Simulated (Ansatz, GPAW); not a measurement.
**ZrSi2P4 monolayer: simulated STM images**

Aim: Tersoff-Hamann images of ZrSi2P4 monolayer at several biases.

Calculated with GPAW 26.7.0 and Ansatz 0.2.0; Ansatz plane waves; layer without images along its normal, relaxation of atoms and in-plane cell, in the first sound run; inputs show where later runs differ.

Report form: the programs' logs are mostly left out.

### Step 1. The structure

The cell holds 7 atoms: 4 P, 2 Si and 1 Zr. Cell: a = 3.480 Å, b = 3.480 Å, c = 26.888 Å, α = 90.0°, β = 90.0°, γ = 120.0°. Vacuum lies along c.

### Step 2. Relaxing the atoms

The atoms are relaxed first, since the surface dipole, and with it the work function, follows the positions of the outer layers.

Contents of input.yaml:

```yaml
crystal:
  lattice:
    - [3.48, 0.0, 0.0]
    - [-1.74, 3.0137684052, 0.0]
    - [0.0, 0.0, 26.8875290589]
  atoms:
    - { symbol: P, position: [0.0, 0.0, 0.3347276717] }
    - { symbol: Si, position: [0.3333333333, 0.6666666667, 0.3586955766] }
    - { symbol: P, position: [0.3333333333, 0.6666666667, 0.4371706197] }
    - { symbol: Zr, position: [0.0, 0.0, 0.5] }
    - { symbol: P, position: [0.3333333333, 0.6666666667, 0.5628293803] }
    - { symbol: Si, position: [0.3333333333, 0.6666666667, 0.6413044234] }
    - { symbol: P, position: [0.0, 0.0, 0.6652723283] }
  periodic: [true, true, false]
kpoints:
  mp_grid: { grid: [9, 9, 1] }
hamiltonian:
  xc: pbe
scf:
  occupations: { method: fermi_dirac, width: 0.05 }
relax:
  f_tol: 0.01
  max_steps: 90
  cell: {}
```

On the command line:

```bash
$ ansatz run input.yaml --threads 4 --pin off --max-ram 8192MiB --backend cpu --events-out ev --progress --plain --runs-dir out
```

Wall time 41 s (4 threads of Intel Xeon Platinum 8488C (Sapphire Rapids), shared host); peak memory 0.89 GiB; 2 min of CPU time.

Relaxation path:

```csv
step,energy less that of the first step (eV),largest force component (eV/Å),volume (Å³)
1,0.0000,3.6560,436.04
2,-1.6866,1.4453,446.56
3,-2.0339,0.3486,460.33
4,-2.0684,0.1616,474.80
5,-2.0705,0.0283,475.44
6,-2.0706,0.0037,475.35
7*,-2.0738,0.0040,475.35
8,-2.0738,0.0003,475.71
9*,-2.0738,0.0004,475.71
```

Relaxation steps marked * repeat the geometry before them on a plane-wave basis chosen anew for their cell, so energy and pressure can jump there.

The run keeps the 12 symmetry operations that it works with, so distortions that break them were not tested.

```csv
cell as run,before,after,change
a (Å),3.480,3.635,+4.5 %
b (Å),3.480,3.635,+4.5 %
```

The atoms that moved most (Å, along periodic axes as changes of fractional coordinates times the final cell, across vacuum about the mean position):

| atom | dx | dy | dz | length |
| --- | --- | --- | --- | --- |
| P7 | 0.000 | 0.000 | 0.331 | 0.331 |
| P1 | 0.000 | 0.000 | -0.331 | 0.331 |
| P5 | 0.000 | 0.000 | -0.137 | 0.137 |
| P3 | 0.000 | 0.000 | 0.137 | 0.137 |

Numbers from this step:

```yaml
free_energy: -8480.7989 eV
smearing_term_ts: 0.01078 eV
gap_by_band_count: 0.06260 eV
symmetry_operations: 12
```

The relaxation lowered the energy of the cell by 2.07 eV.

### Step 3. The slab's potential

With the geometry fixed, the planar mean of the potential gives the vacuum level on each side.

This step: GPAW, PAW setups; slab in vacuum (GPAW 26.7.0).

The cell differs from the one that the last finished run ended in (c 41.575 → 27.549 Å).

Contents of run.py:

```python
import json
import numpy as np
from ase import Atoms
from ase.dft.stm import STM
from gpaw import GPAW, PW

slab = Atoms(
    ['P', 'Si', 'P', 'Zr', 'P', 'Si', 'P'],
    positions=[
        [0.00000, -0.00000, 9.00000],
        [0.00000, 2.09860, 9.97345],
        [0.00000, 2.09860, 12.22179],
        [0.00000, -0.00000, 13.77443],
        [0.00000, 2.09860, 15.32708],
        [0.00000, 2.09860, 17.57542],
        [0.00000, -0.00000, 18.54887]],
    cell=[[3.63489, 0.0, -0.0], [-1.81744, 3.14791, -0.0], [-0.0, -0.0, 27.5489]],
    pbc=[True, True, False])

slab.calc = GPAW(mode=PW(400), xc='PBE', kpts={'size': (9, 9, 1), 'gamma': True},
                 occupations={'name': 'fermi-dirac', 'width': 0.05}, nbands='140%',
                 convergence={'density': 1e-05}, maxiter=200,
                 poissonsolver={'dipolelayer': 'xy'},
                 symmetry={'tolerance': 1e-3}, txt='slab.txt')
result = {}
energy = slab.get_potential_energy()
fermi = slab.calc.get_fermi_level()
v = slab.calc.get_electrostatic_potential().mean((0, 1)) - fermi
n = slab.calc.get_pseudo_density().mean((0, 1))
L = slab.cell[2, 2]
z = np.arange(len(v)) * L / len(v)
low, high = slab.positions[:, 2].min(), slab.positions[:, 2].max()
below, above = np.interp([low - 6.8, high + 6.8], z, v)
slopes = [np.interp(x, z, np.gradient(v, z)) for x in (low - 6.8, high + 6.8)]
eps = np.array([[slab.calc.get_eigenvalues(k, s) for k in range(len(slab.calc.get_ibz_k_points()))]
                for s in range(slab.calc.get_number_of_spins())]) - fermi
top, bottom = eps[eps < 0].max(), eps[eps > 0].min()
dipole = slab.get_dipole_moment()[2]
print(f'energy {energy:.4f} eV, Fermi level {fermi:.4f} eV, dipole {dipole:.5f} e A')
print(f'potential 6.8 A off the faces, from the Fermi level: lower {below:.4f} eV, upper {above:.4f} eV')
print(f'slope of the potential there: lower {slopes[0]:.5f}, upper {slopes[1]:.5f} eV/A')
print(f'nearest levels on the mesh: {top:.4f} and {bottom:.4f} eV')
print('magnetic moment', round(slab.get_magnetic_moment(), 3))
result.update(energy=energy, fermi=fermi, dipole=dipole, below=below, above=above, slopes=slopes, edges=[top, bottom],
              z=z.tolist(), v=v.tolist(), n=n.tolist(), positions=slab.positions.tolist(),
              forces=slab.get_forces(apply_constraint=False).tolist(), moments=slab.get_magnetic_moments().tolist())

# Images need the states of the whole zone, up to time reversal
slab.calc = slab.calc.fixed_density(symmetry={'point_group': False}, txt='states.txt',
                                    convergence={'bands': 'CBM+1.8'})
stm = STM(slab)
result['stm'] = []
for bias in [-2.0, -1.0, 1.5]:
    height = high + 3.5
    current = stm.get_averaged_current(bias, height)
    x, y, h = stm.scan(bias, current)
    i, f = divmod(height / L * stm.ldos.shape[2], 1)
    I = abs((1 - f) * stm.ldos[:, :, int(i)] + f * stm.ldos[:, :, int(i) + 1])
    print(f'bias {bias} V: mean current at 3.5 A {current:.4e}, corrugation {np.ptp(h):.4f} A')
    result['stm'].append(dict(bias=bias, current=current, h=(h - high).tolist(), I=I.tolist()))
json.dump(result, open('result.json', 'w'))
```

On the command line:

```bash
$ OMP_NUM_THREADS=1 OPENBLAS_NUM_THREADS=1 python run.py
```

Run time: 1.9 min. Hardware: 1 thread; peak memory 0.47 GiB.

This step gave:

- dipole along the normal: -5.94e-4 e·Å
- levels nearest the Fermi level on the mesh: -0.02054, 0.03917 eV from the Fermi level
- upper work function: 5.588 eV
- lower work function: 5.579 eV
- corrugation -2: 0.3721 Å
- corrugation -1: 0.3017 Å
- corrugation 1.5: 0.1617 Å

The electrostatic potential energy of an electron (without an applied field's), less the Fermi level, planar mean oscillates, so the rows of the table below give means over windows of 1.72 Å about each position, cut where the curve ends. Its maxima inside the range that stand out by 2 % of the span (Å: eV): 9.6: -10.8, 11.2: 2.23, 12.9: -4.58, 14.6: -4.58, 16.4: 2.23, 18.0: -10.8. Its minima: 9.0: -13.5, 9.9: -11.7, 12.3: -10.9, 13.8: -17.4, 15.3: -10.9, 17.6: -11.7, 18.5: -13.5.

Table of electrostatic potential energy of an electron (without an applied field's), less the Fermi level, planar mean by z; means over each step:

```
z (Å)  electrostatic potential energy of an electron (without an applied field's), less the Fermi level, planar mean (eV)
 0.86                                                                                                                5.58
 2.58                                                                                                                5.58
 4.30                                                                                                                5.58
 6.02                                                                                                                5.56
 7.74                                                                                                                3.08
 9.46                                                                                                               -10.9
11.18                                                                                                               -1.27
12.90                                                                                                               -9.32
14.62                                                                                                               -9.46
16.34                                                                                                               -1.31
18.06                                                                                                               -10.9
19.78                                                                                                                2.89
21.50                                                                                                                5.57
23.22                                                                                                                5.59
24.94                                                                                                                5.59
26.66                                                                                                                5.59
```

The pseudo valence density, planar mean by z:

```csv
z (Å),"pseudo valence density, planar mean (e/Å³)"
5,1.9e-5
6,3.4e-4
7,0.00640
8,0.0990
9,0.292
10,0.240
11,0.142
12,0.249
13,0.370
14,0.781
15,0.324
16,0.203
17,0.165
18,0.376
19,0.245
20,0.0300
21,0.00173
22,9.3e-5
```

Tip height over the top atom over a1 and a2. Sample bias -2 V, constant current at the mean current 3.5 Å over the top atom.

Values in Å, 12 rows by 16 columns, each cell a mean:
```
3.67 3.65 3.62 3.58 3.53 3.46 3.40 3.38 3.38 3.42 3.48 3.54 3.59 3.62 3.66 3.67
3.63 3.61 3.57 3.53 3.47 3.41 3.37 3.36 3.38 3.43 3.50 3.55 3.59 3.62 3.64 3.64
3.57 3.54 3.50 3.44 3.39 3.35 3.33 3.34 3.38 3.44 3.50 3.54 3.57 3.59 3.60 3.59
3.51 3.47 3.42 3.38 3.34 3.32 3.32 3.34 3.38 3.43 3.48 3.51 3.54 3.55 3.55 3.54
3.42 3.39 3.37 3.35 3.33 3.33 3.34 3.36 3.38 3.40 3.43 3.45 3.47 3.47 3.46 3.44
3.38 3.38 3.37 3.37 3.37 3.37 3.37 3.37 3.38 3.38 3.39 3.40 3.40 3.40 3.40 3.39
3.41 3.42 3.44 3.44 3.44 3.43 3.42 3.40 3.38 3.36 3.35 3.35 3.35 3.36 3.37 3.39
3.48 3.50 3.52 3.52 3.51 3.49 3.46 3.42 3.38 3.35 3.34 3.33 3.35 3.37 3.40 3.44
3.56 3.58 3.59 3.58 3.56 3.53 3.49 3.44 3.38 3.35 3.34 3.35 3.39 3.43 3.49 3.53
3.61 3.62 3.62 3.61 3.58 3.55 3.50 3.44 3.38 3.36 3.36 3.39 3.45 3.50 3.55 3.59
3.66 3.67 3.65 3.62 3.59 3.54 3.49 3.42 3.38 3.38 3.40 3.46 3.52 3.57 3.61 3.64
3.68 3.67 3.65 3.61 3.57 3.52 3.46 3.40 3.38 3.40 3.44 3.51 3.56 3.60 3.64 3.67
```
Columns: a1 from 0 to 0.944; rows upwards: a2 from 0 to 0.944.

Local density of states summed over the bias window over a1 and a2. Sample bias -2 V, constant height 3.5 Å over the top atom.

Values in units of 1e-5 arbitrary, 12 rows by 16 columns, each cell a mean:
```
5.6 5.3 4.7 4.1 3.5 3.0 2.6 2.4 2.4 2.7 3.1 3.7 4.3 4.9 5.4 5.6
5.0 4.6 4.1 3.5 3.0 2.6 2.3 2.2 2.4 2.7 3.2 3.8 4.4 4.8 5.1 5.2
4.1 3.7 3.2 2.8 2.4 2.2 2.1 2.2 2.4 2.8 3.2 3.6 4.0 4.3 4.4 4.4
3.3 3.0 2.7 2.4 2.2 2.0 2.0 2.2 2.4 2.7 3.0 3.4 3.6 3.7 3.7 3.6
2.6 2.5 2.3 2.2 2.1 2.1 2.1 2.2 2.4 2.6 2.7 2.9 3.0 3.0 2.9 2.8
2.4 2.4 2.3 2.3 2.3 2.3 2.3 2.3 2.4 2.4 2.5 2.5 2.5 2.5 2.5 2.5
2.6 2.7 2.8 2.8 2.8 2.7 2.6 2.5 2.4 2.3 2.2 2.2 2.2 2.2 2.3 2.4
3.0 3.2 3.4 3.4 3.3 3.1 2.9 2.6 2.4 2.2 2.1 2.1 2.2 2.3 2.5 2.8
3.9 4.2 4.3 4.2 3.9 3.6 3.1 2.8 2.4 2.2 2.1 2.2 2.4 2.7 3.1 3.5
4.7 4.9 4.9 4.6 4.2 3.7 3.2 2.8 2.4 2.2 2.3 2.5 2.8 3.3 3.8 4.3
5.5 5.5 5.3 4.9 4.3 3.7 3.1 2.7 2.4 2.4 2.6 2.9 3.4 4.1 4.7 5.2
5.8 5.6 5.3 4.7 4.1 3.4 2.9 2.5 2.4 2.5 2.8 3.3 3.9 4.6 5.2 5.6
```
Columns: a1 from 0 to 0.944; rows upwards: a2 from 0 to 0.944.

Tip height over the top atom over a1 and a2. Sample bias -1 V, constant current at the mean current 3.5 Å over the top atom.

Ten even steps from '0' (3.36 Å) to '9' (3.66 Å):
```
998765321123567899
987654211124567899
876542100124567888
765421000124567777
654210000124566666
432100000123455555
221000000122344443
111000001112222222
111111111111111111
122222221110000011
234444322100000012
455555432100000123
666666542100001245
777776542100012456
888876542100124567
999876542111245678
999876532112356789
999876421112467899
```
Columns: a1 from 0 to 0.944; rows upwards: a2 from 0 to 0.944.

Local density of states summed over the bias window over a1 and a2. Sample bias -1 V, constant height 3.5 Å over the top atom.

Values in units of 1e-5 arbitrary, 12 rows by 16 columns, each cell a mean:
```
2.2 2.1 1.9 1.7 1.5 1.3 1.2 1.1 1.1 1.2 1.4 1.6 1.8 2.0 2.1 2.2
2.0 1.9 1.7 1.5 1.3 1.2 1.1 1.1 1.1 1.2 1.4 1.6 1.8 2.0 2.1 2.1
1.7 1.6 1.4 1.3 1.1 1.1 1.0 1.1 1.1 1.3 1.4 1.6 1.7 1.8 1.8 1.8
1.4 1.3 1.2 1.1 1.0 1.0 1.0 1.0 1.1 1.2 1.3 1.4 1.5 1.6 1.6 1.5
1.2 1.1 1.1 1.1 1.0 1.0 1.0 1.1 1.1 1.2 1.2 1.3 1.3 1.3 1.3 1.3
1.1 1.1 1.1 1.1 1.1 1.1 1.1 1.1 1.1 1.1 1.1 1.1 1.2 1.2 1.1 1.1
1.2 1.2 1.3 1.3 1.3 1.2 1.2 1.2 1.1 1.1 1.0 1.0 1.0 1.1 1.1 1.1
1.3 1.4 1.5 1.5 1.4 1.4 1.3 1.2 1.1 1.0 1.0 1.0 1.0 1.1 1.2 1.2
1.6 1.7 1.8 1.7 1.6 1.5 1.4 1.2 1.1 1.0 1.0 1.0 1.1 1.2 1.4 1.5
1.9 2.0 2.0 1.9 1.7 1.6 1.4 1.2 1.1 1.1 1.1 1.1 1.3 1.4 1.6 1.8
2.2 2.2 2.1 2.0 1.8 1.6 1.4 1.2 1.1 1.1 1.2 1.3 1.5 1.7 1.9 2.1
2.3 2.2 2.1 1.9 1.7 1.5 1.3 1.2 1.1 1.2 1.3 1.4 1.6 1.9 2.1 2.2
```
Columns: a1 from 0 to 0.944; rows upwards: a2 from 0 to 0.944.

Tip height over the top atom over a1 and a2. Sample bias 1.5 V, constant current at the mean current 3.5 Å over the top atom.

Values in Å, 12 rows by 16 columns, each cell a mean:
```
3.58 3.57 3.56 3.54 3.51 3.49 3.46 3.45 3.45 3.47 3.49 3.52 3.54 3.56 3.58 3.59
3.57 3.55 3.54 3.51 3.49 3.46 3.45 3.44 3.45 3.47 3.50 3.52 3.55 3.56 3.57 3.57
3.54 3.52 3.50 3.47 3.45 3.44 3.43 3.44 3.45 3.47 3.50 3.52 3.53 3.54 3.55 3.55
3.50 3.49 3.47 3.45 3.44 3.43 3.43 3.44 3.45 3.47 3.49 3.51 3.52 3.52 3.52 3.52
3.47 3.46 3.45 3.44 3.43 3.43 3.44 3.44 3.45 3.47 3.48 3.49 3.49 3.49 3.49 3.48
3.46 3.45 3.45 3.45 3.45 3.45 3.45 3.45 3.46 3.46 3.46 3.47 3.47 3.47 3.47 3.46
3.47 3.47 3.48 3.48 3.48 3.47 3.47 3.46 3.46 3.46 3.45 3.45 3.45 3.46 3.46 3.46
3.49 3.50 3.51 3.51 3.50 3.50 3.49 3.47 3.46 3.45 3.45 3.45 3.45 3.46 3.47 3.48
3.53 3.54 3.54 3.54 3.53 3.52 3.50 3.48 3.46 3.45 3.45 3.45 3.47 3.48 3.50 3.51
3.56 3.56 3.56 3.55 3.54 3.52 3.50 3.48 3.46 3.46 3.46 3.47 3.49 3.51 3.53 3.54
3.58 3.58 3.58 3.56 3.54 3.52 3.50 3.47 3.46 3.46 3.47 3.49 3.51 3.53 3.56 3.57
3.59 3.59 3.57 3.56 3.53 3.51 3.49 3.47 3.46 3.46 3.48 3.50 3.53 3.55 3.57 3.59
```
Columns: a1 from 0 to 0.944; rows upwards: a2 from 0 to 0.944.

Local density of states summed over the bias window over a1 and a2. Sample bias 1.5 V, constant height 3.5 Å over the top atom.

Ten even steps from '0' (4.55 × 1e-6 arbitrary) to '9' (6.60 × 1e-6 arbitrary):
```
998653210012356899
887542100012457889
765421000012456788
654210000012456676
432100000012345555
321000000012334443
210000000012233332
100000000011122211
100000000111111111
111111111111111111
222222221110000111
334443321110001112
455554332110011233
667665432110112345
788765432111123456
898875431111134578
999865321111235689
998764321112346789
```
Columns: a1 from 0 to 0.944; rows upwards: a2 from 0 to 0.944.

Force by atom:

```csv
atom,x (eV/Å),y (eV/Å),z (eV/Å),size
P1,0.0000,0.0000,-0.0337,0.0337
Si2,0.0000,0.0000,-0.0023,0.0023
P3,0.0000,0.0000,0.0563,0.0563
Zr4,0.0000,0.0000,0.0000,0.0000
P5,0.0000,0.0000,-0.0563,0.0563
Si6,0.0000,0.0000,0.0023,0.0023
P7,0.0000,0.0000,0.0337,0.0337
```

The potential is flat to 3.9e-5 eV/Å where it is read, so the vacuum is wide enough. The geometry is the other program's minimum; here the largest force on a free atom is 0.056 eV/Å.

### Step 4. A second plane-wave code

A second program with its own datasets checks the number independently.

This step: Ansatz plane waves; slab in vacuum with a dipole correction (Ansatz 0.2.0).

Contents of input.yaml:

```yaml
crystal:
  lattice:
    - [3.6348899238, 0.0, 0.0]
    - [-1.8174449619, 3.1479070139, 0.0]
    - [0.0, 0.0, 41.5750581192]
  atoms:
    - { symbol: P, position: [0.0, 0.0, 0.2085223682] }
    - { symbol: Si, position: [0.3333333333, 0.6666666667, 0.23193657] }
    - { symbol: P, position: [0.3333333333, 0.6666666667, 0.2860157677] }
    - { symbol: Zr, position: [0.0, 0.0, 0.3233612925] }
    - { symbol: P, position: [0.3333333333, 0.6666666667, 0.3607068173] }
    - { symbol: Si, position: [0.3333333333, 0.6666666667, 0.4147860151] }
    - { symbol: P, position: [0.0, 0.0, 0.4382002168] }
kpoints:
  mp_grid: { grid: [9, 9, 1] }
hamiltonian:
  xc: pbe
scf:
  occupations: { method: fermi_dirac, width: 0.05 }
efield:
  axis: 3
  dipole_correction: true
  ramp_width: 0.05
output:
  forces: true
  band_densities:
    - { e_range: [-2.0, 0] }
    - { e_range: [-1.0, 0] }
    - { e_range: [0, 1.5] }
  write_potential: true
  write_density: true
  volumetric_format: npy
  elf: true
```

On the command line:

```bash
$ ansatz run input.yaml --threads 4 --pin off --max-ram 8192MiB --backend cpu --events-out ev --progress --plain --runs-dir out
```

Wall time 5.2 s (4 threads); peak memory 0.88 GiB.

This step gave:

* gap by band count: 0.06262 eV
* symmetry operations: 6
* upper work function: 5.585 eV
* lower work function: 5.583 eV
* dipole along the normal: -9.80e-5 e·Å
* dipole field: -3.73e-5 V/Å
* vacuum level above: 3.854 eV
* vacuum level below: 3.852 eV
* corrugation e range -2 0 3.5: 0.3669 Å
* decay e range -2 0: 1.434 Å⁻¹
* apparent barrier e range -2 0: 7.831 eV, hbar² kappa² / 2m (holds the in-plane momentum too)
* corrugation e range -1 0 3.5: 0.2987 Å
* decay e range -1 0: 1.362 Å⁻¹
* apparent barrier e range -1 0: 7.067 eV, hbar² kappa² / 2m (holds the in-plane momentum too)
* corrugation e range 0 1.5 3.5: 0.1559 Å
* decay e range 0 1.5: 1.169 Å⁻¹

The electrostatic potential energy of an electron (with the applied field's), less the Fermi level, planar mean oscillates, so the rows of the table below give means over windows of 1.73 Å about each position, cut where the curve ends. Its maxima inside the range that stand out by 2 % of the span (Å: eV): 10.8: 2.25, 12.6: -4.76, 14.3: -4.78, 16.0: 2.23. Its minima: 9.1: -11.2, 12.0: -7.89, 13.4: -13.9, 15.0: -7.83, 17.9: -11.2.

Electrostatic potential energy of an electron (with the applied field's), less the Fermi level, planar mean against z; means over each step:

```csv
z (Å),"electrostatic potential energy of an electron (with the applied field's), less the Fermi level, planar mean (eV)"
0.86,5.58
2.59,5.58
4.32,5.58
6.05,5.53
7.78,0.101
9.51,-8.55
11.24,-2.17
12.97,-9.28
14.70,-6.29
16.43,-2.13
18.16,-7.97
19.89,4.76
21.62,5.58
23.35,5.58
25.08,5.58
26.81,5.58
28.54,5.58
30.27,5.58
32.00,5.58
33.73,5.58
35.46,5.58
37.20,5.58
38.92,5.58
40.65,5.58
```

The valence density, planar mean by z:

z (Å), valence density, planar mean (e/Å³) and a bar:
```
        5      0.000 
        6      0.001 
        7      0.016 #
        8      0.189 #########
        9      0.369 ##################
       10      0.181 #########
       11      0.166 ########
       12      0.293 ##############
       13      0.614 ##############################
       14      0.527 ##########################
       15      0.277 ##############
       16      0.153 #######
       17      0.199 ##########
       18      0.351 #################
       19      0.157 ########
       20      0.012 #
       21      0.001 
       22      0.000
```

E_range_-2_0. Planar mean of the window's density against height over the top atom:

height over the top atom (Å), log10 planar mean of the window's density (e/Å³) and a bar from the least value:
```
     1.50       -1.8 ##############################
     1.70       -2.0 #############################
     1.90       -2.3 ############################
     2.10       -2.5 ###########################
     2.30       -2.7 ##########################
     2.70       -3.2 #########################
     2.90       -3.5 ########################
     3.10       -3.7 #######################
     3.30       -4.0 ######################
     3.50       -4.2 #####################
     3.70       -4.5 ####################
     3.90       -4.7 ###################
     4.10       -5.0 ##################
     4.30       -5.2 #################
     4.50       -5.5 ################
     4.90       -6.0 ##############
     5.10       -6.2 #############
     5.30       -6.5 ############
     5.50       -6.7 ###########
     5.70       -6.9 ##########
     5.90       -7.2 #########
     6.10       -7.4 ########
     6.30       -7.7 #######
     6.50       -7.9 #######
     6.70       -8.2 ######
     7.10       -8.7 ####
     7.30       -8.9 ###
     7.50       -9.1 ##
     7.70       -9.4 #
     7.90       -9.6
```

(Part 1 of 2 ends here.)

[Logs are printed without paths, hosts, clocks, repeated set-up lines and the standing remarks that a program may print on its own settings, such as how far it seeks lower states.]

[Hosts, paths, dates, database ids (printed as entryN), source tags and the programs' standing remarks are cut or masked in the printed files.]
